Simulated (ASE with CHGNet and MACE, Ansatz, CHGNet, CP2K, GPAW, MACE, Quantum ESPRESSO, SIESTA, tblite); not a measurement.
## Machine-learned potentials runs on random packing of W68Si32 (at. %) (85 atoms)

Aim: run random packing of W68Si32 (at. %) (85 atoms) in machine-learned potentials and see how near its forces come to a plane-wave reference, and at what cost.

Program: ASE with CHGNet and MACE. Level of theory: the method is named at each step. Results are calculated unless marked as measured.

### 1. Set-up

The cell holds 85 atoms: 58 W and 27 Si. Cell: a = 10.997 Å, b = 10.997 Å, c = 10.997 Å, α = 90.0°, β = 90.0°, γ = 90.0°. 85 atoms (58 W, 27 Si) packed at random in a cube at 14.3 g/cm³ and pushed apart as soft spheres; a start for melting by ab initio MD, not an equilibrated structure. Then every atom was moved at random, 0.02 Å r.m.s. a Cartesian component.

The yardstick, on the same geometry:

```
method                 : Kohn-Sham DFT, PBE, SSSP efficiency 1.3.0 pseudopotentials, plane waves (Quantum ESPRESSO 7.5); sssp-pbe-1.3.0-efficiency, cutoffs 45/360 Ry, Γ point
r.m.s. force component : 1.689 eV/Å
longest force          : 6.053 eV/Å
pressure               : 26.13 GPa
time                   : 5.5 min on 4 MPI ranks of Arm Neoverse V2, shared host
CPU time               : 22 min
```

### 2. CHGNet 0.3.0 potential

Method: machine-learned interatomic potential CHGNet 0.3.0, trained on PBE(+U) plane-wave data.

run.py reads:

```python
import numpy as np
from ase.io import read
import mlip  # loads the published weights by name

atoms = read("structure.xyz")
atoms.calc = mlip.calc("chgnet-0.3.0")
energy = atoms.get_potential_energy()
forces = atoms.get_forces()
print(f"energy {energy:.6f} eV")
print("forces (eV/A)")
for i, (a, f) in enumerate(zip(atoms, forces)):
    print(f"{i:4d} {a.symbol:2s} {f[0]:10.5f} {f[1]:10.5f} {f[2]:10.5f}")
stress = -atoms.get_stress(voigt=False) * 160.21766
print("stress (GPa, compression positive)")
for row in stress:
    print(" ".join(f"{x:10.4f}" for x in row))
```

structure.xyz reads:

```xyz
85
Lattice="10.99740 0.00000 0.00000 0.00000 10.99740 0.00000 0.00000 0.00000 10.99740" Properties=species:S:1:pos:R:3 pbc="T T T"
W 10.44940 8.29787 0.75420
W 8.76867 6.73217 1.71559
W 7.89855 4.78981 0.47278
W 5.51696 5.44756 7.02052
W 3.24247 8.06307 2.19046
W 7.17228 9.97002 8.21792
W 3.46957 0.76685 4.95840
W 5.52454 5.34353 10.35504
W 6.45646 1.55217 4.82907
W 5.11742 8.67189 3.74384
W 2.45704 6.91484 6.28018
W 4.59570 2.79422 7.04252
W 2.68315 4.36696 6.40335
W 10.04239 10.01819 9.70916
W 3.63640 5.96829 0.86407
W 3.71723 4.92552 8.62207
W 7.24861 1.44726 7.78704
W 9.45699 9.41630 7.32713
W 0.34895 7.89019 9.10552
W 1.83602 7.93088 0.11327
W 1.27163 10.74479 4.42040
W 9.87204 2.13361 5.14502
W 4.23587 7.38959 8.04955
W 5.25159 0.37424 6.76780
W 9.69509 1.34597 10.58148
W 9.64659 0.85890 7.47988
W 10.65153 3.89055 10.40189
W 8.37320 5.78650 4.03132
W 10.96430 1.66611 2.79620
W 8.02579 9.77548 1.36676
W 10.55673 7.59601 6.03911
W 5.17208 0.16870 3.25875
W 2.01538 5.50123 4.27601
W 3.27591 9.88787 7.03570
W 1.46166 2.28977 4.71525
W 4.49871 2.95599 4.17065
W 6.65926 10.08846 5.14513
W 0.23743 4.28789 5.53136
W 6.06166 3.27986 9.00225
W 6.42061 2.79994 2.37049
W 3.70513 1.04079 8.65792
W 8.69256 8.80155 3.56085
W 9.30974 4.95928 6.97796
W 2.01351 2.06674 7.14666
W 5.48154 5.09048 2.46804
W 2.61716 10.44005 2.26239
W 8.79198 2.98623 8.90086
W 5.99534 7.10278 1.02485
W 9.15797 7.09211 8.26136
W 7.26290 2.39688 0.03915
W 0.79049 3.83600 1.81259
W 6.93133 8.70246 10.38155
W 0.60717 5.86744 7.59524
W 1.87858 2.91563 9.86929
W 4.48067 5.50937 4.74120
W 5.07640 10.16985 9.57269
[... 25 atom lines left out ...]
Si 6.60592 7.07760 8.48801
Si 3.13118 2.11029 1.56922
Si 6.70226 4.04594 4.57668
Si 2.10039 9.62514 9.21087
```

Command:

```sh
OMP_NUM_THREADS=1 python run.py > output.txt
```

What it wrote:

```text
CHGNet v0.3.0 initialized with 412,525 parameters
CHGNet will run on cpu
energy -825.285400 eV
forces (eV/A)
   0 W    -0.05553    1.22341    2.33697
   1 W    -1.87867    1.74440    1.40003
   2 W    -0.99445   -0.29886    0.37373
   3 W     2.18850   -0.09683   -0.46694
   4 W     0.74670   -0.83285    1.68635
   5 W     2.18975   -1.31475   -0.80392
   6 W     0.80704   -1.95073    1.22986
   7 W     0.69007    0.99433   -1.28968
   8 W     4.09375    3.43239    2.76889
   9 W     0.71058   -1.70749   -1.49393
  10 W     0.10788    3.33630    1.40067
  11 W     1.71254    1.00316   -3.57326
  12 W     0.90924   -1.03985    0.11229
  13 W    -1.16794   -0.74868    1.40364
  14 W    -2.29712   -2.05559   -1.42425
  15 W    -4.03771   -1.09335    2.58813
  16 W    -1.22584   -1.20781   -0.85554
  17 W    -3.34968   -1.10006   -0.92874
  18 W     0.87743    0.42378   -1.86846
  19 W     0.48211    1.70075    0.74981
  20 W    -1.88890    1.06505   -0.48786
  21 W    -2.04524   -0.77733    2.24174
  22 W    -2.01049    2.99448    2.04542
  23 W     0.41284   -2.37057    0.93572
[...]
77 Si   -0.18669   -1.56020   -0.19147
  78 Si    1.35589    3.27264   -0.37280
  79 Si    0.31947   -1.88058    0.02439
  80 Si    0.28434   -0.06520    1.12945
  81 Si    0.71974    2.16100    2.19834
  82 Si   -1.14473   -1.57294    0.82746
  83 Si   -1.48175    1.71926   -1.93165
  84 Si    0.99307    1.60314   -0.07674
stress (GPa, compression positive)
   28.1277     1.3209     0.1588
    1.3209    30.6758    -1.8185
    0.1588    -1.8185    26.7217
```

The job ended after 3.7 s (1 thread of Arm Neoverse V2, shared host; peak memory 1.1 GiB).

Banners, paths, timers and routine set-up lines are dropped from the logs unmarked, and long logs keep their key lines alone; longer cuts are marked.

Numbers from this run, and their distance from the reference:

```yaml
r_m_s_force_component: 1.831 eV/Å
r_m_s_difference_of_force_components: 600.5 meV/Å
longest_difference_of_force_vectors: 2304 meV/Å
force_difference_over_r_m_s_force: 35.55 %
slope_of_forces_against_the_reference_s: 1.024
correlation_of_force_components: 0.945
pressure: 28.51 GPa
pressure_difference: 2.381 GPa
```

Length of the force difference by element (eV/Å):

```tsv
element	atoms	mean	most
Si	27	0.72	2.0
W	58	1.0	2.3
```

Local excerpt of 13 atoms (numbers count through the whole input) about W9, which bears the longest force; x, y, z are measured from there.

```tsv
atom	x	y	z	distance (Å)	bonds	Fx	Fy	Fz (eV/Å)
W9	0.00	0.00	0.00	0.00	9	4.09	3.43	2.77
W32	-1.28	-1.38	-1.57	2.46	7	-0.36	-0.05	-3.91
W37	0.20	-2.46	0.32	2.49	8	3.43	-3.09	1.66
W36	-1.96	1.40	-0.66	2.50	10	-4.12	0.69	-0.49
Si84	0.25	2.49	-0.25	2.52	9	-1.48	1.72	-1.93
Si74	1.96	-1.25	-0.99	2.53	8	-1.42	0.41	-0.83
W24	-1.20	-1.18	1.94	2.57	8	0.41	-2.37	0.94
W40	-0.04	1.25	-2.46	2.76	9	0.39	-2.16	-1.30
Si72	0.78	2.11	1.77	2.87	8	0.74	-1.62	2.93
W17	0.79	-0.10	2.96	3.06	6	-1.23	-1.21	-0.86
W7	-2.99	-0.79	0.13	3.09	8	0.81	-1.95	1.23
W12	-1.86	1.24	2.21	3.15	9	1.71	1.00	-3.57
Si81	2.19	1.83	-1.41	3.18	7	0.28	-0.07	1.13
```

Atoms are counted from 1 here, from 0 in the log.

Forces lie 36 % from the reference's, at 0.0028 times its CPU time (on 1 against 4 cores).

### 3. CHGNet r2SCAN potential

Method: machine-learned interatomic potential CHGNet r2SCAN, trained on r2SCAN plane-wave data.

run.py: that of step 2 with these lines changed.

```diff
@@ -5,3 +5,3 @@
 atoms = read("structure.xyz")
-atoms.calc = mlip.calc("chgnet-0.3.0")
+atoms.calc = mlip.calc("chgnet-r2scan")
 energy = atoms.get_potential_energy()
```

structure.xyz is that of step 2.

What it wrote:

```text
CHGNet vr2scan initialized with 412,525 parameters
CHGNet will run on cpu
energy -3170.307129 eV
forces (eV/A)
   0 W    -0.00671    1.14940    2.30364
   1 W    -1.91435    1.49584    1.14273
   2 W    -0.68569   -0.44747    0.47067
   3 W     1.86813    0.02516   -0.34005
   4 W     0.64840   -0.84171    1.43713
   5 W     2.51308   -1.51126   -0.67734
   6 W     0.75363   -1.35467    0.62881
   7 W     0.84840    1.00751   -0.87441
   8 W     3.64185    3.47624    2.51074
   9 W     0.89330   -1.96929   -1.26569
  10 W    -0.21713    3.48205    1.10654
  11 W     1.94606    0.81482   -3.37967
  12 W     1.12303   -1.50578    0.12473
  13 W    -1.33171   -0.44059    1.33454
  14 W    -2.02045   -2.10828   -1.08030
  15 W    -4.10354   -1.25438    2.17433
  16 W    -1.45430   -0.47257   -0.84415
  17 W    -2.90939   -0.92583   -1.33512
  18 W     1.00715    0.50732   -2.04003
  19 W     0.07192    1.81312    0.45622
  20 W    -1.52089    0.90821   -0.39379
  21 W    -2.60787   -0.82966    2.60121
  22 W    -1.74790    3.35186    2.24581
  23 W     0.07632   -2.47795    1.26028
[...]
77 Si    0.12782   -1.26023   -0.28576
  78 Si    0.80779    2.05918    0.14906
  79 Si   -0.45283   -1.92722   -0.57405
  80 Si    0.07968   -0.28186    0.44731
  81 Si    0.95767    1.43146    1.43486
  82 Si   -1.11319   -1.16990    0.94707
  83 Si   -1.00463    1.01689   -0.87183
  84 Si    0.86110    1.34055   -0.26877
stress (GPa, compression positive)
   24.9782     1.3220    -0.3879
    1.3220    26.4466    -1.4143
   -0.3879    -1.4143    23.0283
```

Elapsed: 3.7 s, on 1 thread; peak memory 1.1 GiB.

Compared with the plane-wave run:

```
r.m.s. force component                  : 1.688 eV/Å
r.m.s. difference of force components   : 635.6 meV/Å
longest difference of force vectors     : 2121 meV/Å
force difference over r.m.s. force      : 37.62 %
slope of forces against the reference's : 0.9283
correlation of force components         : 0.9292
pressure                                : 24.82 GPa
pressure difference                     : -1.309 GPa
```

Against the first run (36 %), the force difference from the reference is 38 %, at 0.99 times the CPU time; this potential was trained at another functional than the reference's, which explains only part of so large a difference.

### 4. MACE MPA-0 medium potential

Method: machine-learned interatomic potential MACE MPA-0 medium, trained on PBE(+U) plane-wave data.

run.py: that of step 3 with these lines changed.

```diff
@@ -5,3 +5,3 @@
 atoms = read("structure.xyz")
-atoms.calc = mlip.calc("chgnet-r2scan")
+atoms.calc = mlip.calc("mace-mpa-0-medium")
 energy = atoms.get_potential_energy()
```

structure.xyz is that of step 3.

What it wrote:

```text
energy -825.884949 eV
forces (eV/A)
   0 W     0.30862    0.62213    2.20334
   1 W    -1.21337    1.34982    1.75583
   2 W    -1.51812   -0.03653    0.17247
   3 W     2.21820    0.65446   -0.95553
   4 W     0.26771   -0.65988    1.67364
   5 W     1.56705   -1.12672   -0.96699
   6 W     0.70207   -1.48234    1.21453
   7 W     0.68207    1.02271   -1.39896
   8 W     3.80237    3.41233    1.67351
   9 W     0.91932   -0.85489   -0.68178
  10 W     0.21141    3.49608    0.92749
  11 W     1.32991    0.87403   -3.32468
  12 W     0.89265   -0.35816    0.15182
  13 W    -0.91743   -0.81345    0.77437
  14 W    -1.68759   -2.11225   -0.89458
  15 W    -3.06621   -0.41996    2.52993
  16 W    -0.55359   -1.23621   -1.12503
  17 W    -3.30291   -1.39820   -0.86596
  18 W     0.74875    0.59534   -1.20990
  19 W     0.30895    1.70358    0.09418
  20 W    -1.91059    0.38031   -1.89008
  21 W    -1.32559   -0.80808    1.32506
  22 W    -2.07580    2.17174    1.73325
  23 W     0.09416   -2.47164    0.66447
[...]
77 Si    0.09749   -1.06127    0.27990
  78 Si    0.98173    2.95828   -0.22457
  79 Si    0.42236   -1.12608   -0.52767
  80 Si    0.00740    0.35707    1.36853
  81 Si    0.75243    1.68076    2.18096
  82 Si   -0.28971   -0.76214    0.72938
  83 Si   -0.58127    2.15586   -1.63824
  84 Si    0.74115    1.29531    0.05632
stress (GPa, compression positive)
   23.4618     0.7416    -0.1643
    0.7416    26.8029    -0.8145
   -0.1643    -0.8145    22.8374
```

Elapsed: 7.2 s, on 1 thread; peak memory 1 GiB.

Against the reference:

* r.m.s. force component: 1.542 eV/Å
* r.m.s. difference of force components: 482.1 meV/Å
* longest difference of force vectors: 1780 meV/Å
* force difference over r.m.s. force: 28.54 %
* slope of forces against the reference's: 0.8757
* correlation of force components: 0.9596
* pressure: 24.37 GPa
* pressure difference: -1.76 GPa

Against the first run (36 %), the force difference from the reference is 29 %, at 2.0 times the CPU time.

### 5. The ladder

Differences are against the plane-wave reference, forces as r.m.s. over components; share is that over the reference's r.m.s. force, slope the least-squares factor from reference forces to these. Total energies of different programs have different zeros and aren't compared.

```tsv
run	Δ force, r.m.s. (meV/Å)	share (%)	slope	Δ pressure (GPa)	cores	CPU time	memory (GiB)
reference	-	-	-	-	4	22 min	5.7
CHGNet 0.3.0 potential	601	35.5	1.024	2.38	1	3.7 s	1.1
CHGNet r2SCAN potential	636	37.6	0.928	-1.31	1	3.6 s	1.1
MACE MPA-0 medium potential	482	28.5	0.876	-1.76	1	7.2 s	1
```

Times of the machine-learned potentials are mostly Python's start and the loading of weights.

CPU time is summed over cores on a shared host, where runs went side by side, so it is rough. Symmetry, cutoffs, thresholds, outputs and thread counts weren't matched or tuned between programs; memory under MPI is the largest rank's times the ranks.

A second geometry, displaced anew (every atom was moved at random, 0.06 Å r.m.s. a Cartesian component), gives an energy difference that all programs can be tested on. The reference puts it at 82.62 meV/atom.

```tsv
run	energy less the first geometry's (meV/atom)	error (meV/atom)	force share at the second geometry (%)
CHGNet 0.3.0 potential	85.13	2.52	29.7
CHGNet r2SCAN potential	68.59	-14.0	32.2
MACE MPA-0 medium potential	84.85	2.24	22.5
```

### 6. Results

| Property | Result |
| --- | --- |
| nearest in forces | MACE MPA-0 medium potential, 29 % |
| its CPU time | 7.2 s |

What this shows: Machine-learned potentials differ by 29 % (MACE MPA-0 medium potential) to 38 % (CHGNet r2SCAN potential); they were trained on other programs' data, some at another functional. The energy difference between the two geometries, 82.6 meV/atom in the reference, is met best by MACE MPA-0 medium potential (+2.24) and worst by CHGNet r2SCAN potential (-14). The reference's pressure holds the uncorrected Pulay stress of its 45 Ry basis, so small pressure differences, and their order, may be the reference's own error. Machine-learned potentials mimic data converged in k, so the reference's own k-point error enters their differences. The reference's stress is far from hydrostatic: its diagonal is 24.9, 28.5, 25.0 GPa, compression counted positive. The reference's pressure of 26 GPa says that the cell would expand at this level of theory. The electronic-structure runs sample only Γ, in a cell whose shortest periodic width is 11 Å, which is coarse for a cell with partly filled levels. Spin–orbit coupling is left out, which matters for the levels of the heavy elements.

[Also dropped from logs without a mark: logging warnings of Python, and SIESTA's first energy breakdown and zero terms.]

[Logs are printed without paths, hosts, clocks, repeated set-up lines and the standing remarks that a program may print on its own settings, such as how far it seeks lower states.]

[Hosts, paths, dates, database ids (printed as entryN), source tags and the programs' standing remarks are cut or masked in the printed files.]
